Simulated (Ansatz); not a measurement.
# Sr in place of Ca at several sites of glassy CaAl2Si2O8 (117 atoms), part 5 of 5

At which site of glassy CaAl2Si2O8 (117 atoms) does Sr in place of Ca cost least, and what about the site decides it?

Ansatz 0.2.0; Kohn-Sham DFT, PBE, PAW (set soft_2), plane waves.

The cell: 18 Al, 9 Ca, 72 O and 18 Si. The quench rate of 20 K/ps is many orders above laboratory rates. The starting topology of bonds comes from the classical model. Only the Γ point is sampled, in a cell whose shortest periodic width is 12 Å.

So far. Step 9 (Sr on a site of Ca, site Ca21): The relaxation converged after 6 steps, 0.305 eV below its start, with a largest force component of 0.039 eV/Å.

## 10. Sr on a site of Ca, site Ca27

The site has 5 bonded neighbours (O5) at 2.38 Å on average. 

input.yaml reads:

```yaml
crystal:
  lattice:
    - [11.5363, 0.0, 0.0]
    - [0.0, 11.5363, 0.0]
    - [0.0, 0.0, 11.5363]
  atoms:
    [... atom lines 1 to 23 left out ...]
    - { symbol: Ca, position: [0.21866, 0.46956, 0.92561] }
    - { symbol: Ca, position: [0.66148, 0.62254, 0.75538] }
    - { symbol: Ca, position: [0.35835, 0.24764, 0.03866] }
    - { symbol: Sr, position: [0.9032, 0.77993, 0.32055], spin: 0.6 }
    - { symbol: O, position: [0.39757, 0.70606, 0.05785] }
    - { symbol: O, position: [0.83536, 0.82762, 0.13561], spin: 0.6 }
    - { symbol: O, position: [0.71445, 0.95826, 0.98467] }
    [... atom lines 31 to 117 left out ...]
magnetization:
  spin_polarized: true
kpoints:
  mp_grid: { grid: [1, 1, 1] }
hamiltonian:
  xc: pbe
scf:
  occupations: { method: fermi_dirac, width: 0.025 }
  lower_state_search: "off"
output:
  forces: true
  eigenvalues: true
relax:
  f_tol: 0.05
  max_steps: 90
```

Run with:

```console
$ ansatz run input.yaml --threads 4 --pin off --max-ram 8192MiB --backend cpu --events-out ev --progress --plain --runs-dir out
```

Numbers of over 12 decimals in the logs are rounded to 6 here.

Log:

```text
[...]
Crystal: 117 atoms, lattice volume = 1535.323 Å³
Basis set: ecut = 420 eV, 30047 PW (Γ), exchange–correlation on 160×160×160 points (8 copies of the dense FFT grid, shifted against one another)
Bands: 443, of which v1, the nominal top of the filled ones, is band 324 counted from 1 (323 counted from 0)
Symmetry: 1 space group operations
[...]
k-points: 1
[...]
Starting moments: Σ|m| = 3.6 μB on 6 of 117 sites
[...]
SCF iter   1: F=—  HF=-80279.931074 eV  |F-HF|=—  |Δ(HF+E_count)|=         —  Δρ=5.55e-2 (↑5.09e-2 ↓5.55e-2)  dr2=2.81e2  dr2_m=1.34e0  M=0.073 μB ∫|m|=0.675 μB  β_m=0.30  ethr=3.10e-3  ⟨swp⟩=9.0  Hψ=4612  notcnv=0  defer=141
[...]
SCF iter   3: F=—  HF=-80213.065763 eV  |F-HF|=—  |Δ(HF+E_count)|=    1.96e1  Δρ=1.64e-2 (↑1.63e-2 ↓1.64e-2)  dr2=1.98e1  dr2_m=3.82e-1  M=0.000 μB ∫|m|=0.382 μB  β_m=0.30  ethr=3.10e-3  ⟨swp⟩=3.0  Hψ=1702  notcnv=0  defer=220
[...]
SCF iter   7: F=—  HF=-80208.062700 eV  |F-HF|=—  |Δ(HF+E_count)|=   5.73e-2  Δρ=1.75e-3 (↑1.74e-3 ↓1.75e-3)  dr2=2.90e-2  dr2_m=3.59e-2  M=0.000 μB ∫|m|=0.146 μB  β_m=0.30  ethr=2.21e-5  ⟨swp⟩=3.5  Hψ=1336  notcnv=0  defer=225
[...]
SCF iter   9: F=—  HF=-80208.100256 eV  |F-HF|=—  |Δ(HF+E_count)|=   2.50e-2  Δρ=2.69e-4 (↑2.65e-4 ↓2.69e-4)  dr2=3.47e-3  dr2_m=2.76e-4  M=0.000 μB ∫|m|=0.021 μB  β_m=0.62  ethr=2.62e-6  ⟨swp⟩=2.0  Hψ=1304  notcnv=0  defer=225
[...]
SCF iter  12: F=-80208.101835 eV  HF=-80208.101848 eV  |F-HF|=1.26e-5  |Δ(HF+E_count)|=   2.64e-5  Δρ=2.33e-5 (↑2.20e-5 ↓2.33e-5)  dr2=2.76e-5  dr2_m=1.31e-6  M=0.000 μB ∫|m|=0.001 μB  β_m=0.73  ethr=9.65e-9  ⟨swp⟩=15.0  Hψ=6212  notcnv=0
SCF iter  13: F=-80208.101849 eV  HF=-80208.101849 eV  |F-HF|=2.22e-8  |Δ(HF+E_count)|=   7.39e-7  Δρ=6.57e-6 (↑6.07e-6 ↓6.57e-6)  dr2=1.82e-6  dr2_m=2.71e-7  M=0.000 μB ∫|m|=0.001 μB  ethr=4.25e-9  ⟨swp⟩=3.0  Hψ=2841  notcnv=0
[...]
SCF 1 converged in 13 iterations: F = -80208.101849 eV  dr2 = 1.82e-6
[...]
relax step   1: F+E_penalty+E_count = -80208.10184875 eV  Δ(F+E_penalty+E_count) = +0.000e0 eV  max|allowed force component| = 1.131e0 eV/Å  Δτ_max = 0.0000 Å  (13 SCF iters, dr2 threshold 6.25e-5 eV, accepted)
[... from here on, the SCF cycles and remarks between the steps are left out ...]
relax step   2: F+E_penalty+E_count = -80208.32810336 eV  Δ(F+E_penalty+E_count) = -2.263e-1 eV  max|allowed force component| = 2.287e-1 eV/Å  Δτ_max = 0.1049 Å  (6 SCF iters, dr2 threshold 8.00e-5 eV, accepted)
relax step   3: F+E_penalty+E_count = -80208.35821416 eV  Δ(F+E_penalty+E_count) = -3.011e-2 eV  max|allowed force component| = 1.397e-1 eV/Å  Δτ_max = 0.0358 Å  (7 SCF iters, dr2 threshold 3.27e-6 eV, accepted)
relax step   4: F+E_penalty+E_count = -80208.32500682 eV  Δ(F+E_penalty+E_count) = +3.321e-2 eV  max|allowed force component| = 4.913e-1 eV/Å  Δτ_max = 0.1214 Å  (10 SCF iters, rejected (line search))
relax step   5: F+E_penalty+E_count = -80208.38192185 eV  Δ(F+E_penalty+E_count) = -2.371e-2 eV  max|allowed force component| = 5.053e-2 eV/Å  Δτ_max = 0.0594 Å  (9 SCF iters, accepted)
relax step   6: F+E_penalty+E_count = -80208.38769871 eV  Δ(F+E_penalty+E_count) = -5.777e-3 eV  max|allowed force component| = 1.206e-1 eV/Å  Δτ_max = 0.1000 Å  (9 SCF iters, accepted)
relax step   7: F+E_penalty+E_count = -80208.38885899 eV  Δ(F+E_penalty+E_count) = -1.160e-3 eV  max|allowed force component| = 1.765e-1 eV/Å  Δτ_max = 0.0413 Å  (8 SCF iters, accepted)
relax step   8: F+E_penalty+E_count = -80208.37302626 eV  Δ(F+E_penalty+E_count) = +1.583e-2 eV  max|allowed force component| = 1.345e-1 eV/Å  Δτ_max = 0.1708 Å  (7 SCF iters, dr2 threshold 3.12e-5 eV, rejected (line search))
relax step   9: F+E_penalty+E_count = -80208.39795731 eV  Δ(F+E_penalty+E_count) = -9.098e-3 eV  max|allowed force component| = 6.024e-2 eV/Å  Δτ_max = 0.0854 Å  (9 SCF iters, accepted)
relax step  10: F+E_penalty+E_count = -80208.40073078 eV  Δ(F+E_penalty+E_count) = -2.773e-3 eV  max|allowed force component| = 3.859e-2 eV/Å  Δτ_max = 0.0344 Å  (8 SCF iters, accepted)
SCF converged after 8 iterations
Magnetization: 0.0000 μB (324.0000 up, 324.0000 down)
Absolute magnetization: 0.0000 μB (∫|ρ↑−ρ↓|, with the PAW one-centre terms)
[...]
Per-site moments (μB) at R_I (Å): [(-2.55439093089609e-10, 0.711745), (-9.735640174353896e-10, 0.699689), (-1.5118474819879667e-10, 0.738329), (1.7999505096967364e-10, 0.704189), (7.505590136095986e-9, 0.704775), [...]
Free energy (F): -80208.400731 eV
[...]
Internal energy: -80208.400731 eV  (E = F + TS)
E sigma→0 (E₀):  -80208.400731 eV
Fermi energy:    6.232129 eV
[...]
Σ components = -80208.400731   (vs F -80208.400731, Δ=0.00e0)
--- Forces (eV/Å), atoms counted from 1 ---
  atom   1  Al    -0.00839537     0.00467162     0.00435818
  atom   2  Al     0.00407861    -0.00621819     0.00686319
  atom   3  Al    -0.00142240     0.00208439     0.00005879
  atom   4  Al    -0.01694274    -0.00734183    -0.02014241
[...]
atom 117  Si    -0.00215306     0.01872833    -0.01343413
  max |Σ_I F_I| component: 5.39e-5 eV/Å
--- Band table (eV) ---
[...]
--- Relaxed structure (10 steps of the walk, 8 accepted, 0 SCFs on fresh bases) ---
  F+E_penalty+E_count = -80208.40073078 eV   max|allowed force component| = 3.859e-2 eV/Å
  atoms:
    - { symbol: Al, position: [0.339866, 0.994454, 0.954512] }
    - { symbol: Al, position: [0.833590, 0.966914, 0.065690] }
    - { symbol: Al, position: [0.603222, 0.855287, 0.411836] }
    - { symbol: Al, position: [0.312922, 0.230258, 0.300732] }
[...]
- { symbol: Si, position: [0.960739, 0.312095, 0.646421] }
```

It took 2.2 min on 4 threads of AMD EPYC 9R45 (Zen 5), shared host; peak memory 3.7 GiB.

The relaxation converged after 10 steps, 0.299 eV below its start, with a largest force component of 0.039 eV/Å.

A closer look about the Sr atom, after relaxation: 13 atoms, nearest first, numbered in the order of the input, with positions taken from that point.

```tsv
atom	x	y	z	distance (Å)	bonds
Sr27	0.00	0.00	0.00	0.00	7
O68	-1.68	0.94	1.32	2.34	3
O29	-0.83	0.51	-2.24	2.44	3
O32	1.12	-1.76	-1.31	2.46	3
O44	1.71	0.81	1.71	2.55	4
O79	0.29	-2.39	1.28	2.73	3
O88	1.45	2.32	-0.94	2.89	4
O72	-1.79	-1.77	-1.63	3.00	3
Al11	2.10	2.32	0.78	3.22	5
Al5	0.77	-3.16	-0.24	3.26	4
O78	0.24	3.11	1.04	3.29	3
Al6	-1.03	2.39	2.09	3.34	4
Si116	-2.04	-0.50	-2.68	3.41	4
```

The column of bonds counts only the pairs O-Al within 2.23 Å, O-Si within 2.08 Å, O-Ca within 2.88 Å, O-Sr within 3.18 Å; other neighbours, such as metal atoms beside each other in a compound, aren't counted, and periodic images can show an atom twice.

The largest move is 0.31 Å, by Ca19.

## 11. The sites compared

All these cells hold the same atoms, so their energies can be compared with no chemical potential.

```tsv
site	neighbours	mean distance (Å)	atoms within 6 Å	energy over the best site (eV)	before relaxation (eV)	gain on relaxing (eV)
Ca24	O5	2.43	60	0.00	0.00	0.21
Ca26	O4	2.32	69	0.08	0.21	0.34
Ca22	O6	2.49	64	0.17	0.21	0.25
Ca25	O7	2.52	65	0.19	0.21	0.23
Ca27	O5	2.38	65	0.37	0.46	0.30
Ca21	O7	2.47	67	0.39	0.48	0.30
```

Neighbours are those of the relaxed host within 2.93 Å (O-Ca); other pairs aren't counted.

## 12. What came out

The cheapest site is Ca24 (5 neighbours, O5); the dearest, Ca21 (7 neighbours, O7), costs 0.39 eV more. By coordination the energies over the best site are 0.08 eV with 4 neighbours, 0.00 to 0.37 eV with 5 neighbours, 0.17 eV with 6 neighbours and 0.19 to 0.39 eV with 7 neighbours. Relaxation gains 0.21 to 0.34 eV and leaves the best site the same.

**Limits.** Defects are neutral and interact with their images. The reference ran with fixed occupations, but 6 of the 6 defect cells with fermi-dirac smearing of 0.025 eV, spin polarised. In a disordered cell the relaxation can also rearrange atoms far from the site. In the spin-polarised runs the search for a state of lower energy was switched off. Only 6 of the 9 Ca sites were tried; unless symmetry makes the others alike to these, a cheaper one may exist.

The DFT runs together took 14 min of wall time.

[Logs are printed without paths, hosts, clocks, repeated set-up lines and the standing remarks that a program may print on its own settings, such as how far it seeks lower states.]

[Hosts, paths, dates, database ids (printed as entryN), source tags and the programs' standing remarks are cut or masked in the printed files.]
